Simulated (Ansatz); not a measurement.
An input for Ansatz 0.2.0 (InSe (R3m)):

```yaml
crystal:
  lattice:
    - [2.0, 1.1547005384, 8.44]
    - [-2.0, 1.1547005384, 8.44]
    - [0.0, -2.3094010768, 8.44]
  atoms:
    - { symbol: In, position: [0.0, 0.0, 0.0] }
    - { symbol: In, position: [0.1114, 0.1114, 0.1114] }
    - { symbol: Se, position: [0.6165, 0.6165, 0.6165] }
    - { symbol: Se, position: [0.8281, 0.8281, 0.8281] }
kpoints:
  mp_grid: { grid: [8, 8, 8] }
hamiltonian:
  xc: r2scan
scf:
  occupations: { method: fixed }
  n_extra_bands: 43
output:
  optics: { e_range: [0, 15], de: 0.05, sigma: 0.15, scissors: 0.509 }
```

The database entry behind the starting cell differs from later determinations by our own check (c about 1.5 % long), so it need not match the best structure at ambient conditions.

```sh
ansatz run input.yaml --threads 8 --pin off --max-ram 55296MiB --backend cuda --events-out ev --progress --plain --runs-dir out --devices 1 --max-vram 24GiB
```

Q: Estimate wall time and host memory on 1 × NVIDIA H100 80GB HBM3 with 8 threads of AMD EPYC 7R13 (Zen 3), shared host.

It took 64 s; on shared hardware allow 32 s to 2.1 min. Peak host memory was 2.8 GiB.

[Paths, hosts, dates, memory and timing lines, banners, echoed tables and standing remarks are left out of the program output.]

[Logs are printed without paths, hosts, clocks, repeated set-up lines and the standing remarks that a program may print on its own settings, such as how far it seeks lower states.]

[Runs of the session that timed out or met a known fault of the program may be left out.]

[Cells called generated may have been cut or substituted from an entry of the Crystallography Open Database or the Materials Project.]

[Hosts, paths, dates, database ids (printed as entryN), source tags and the programs' standing remarks are cut or masked in the printed files.]
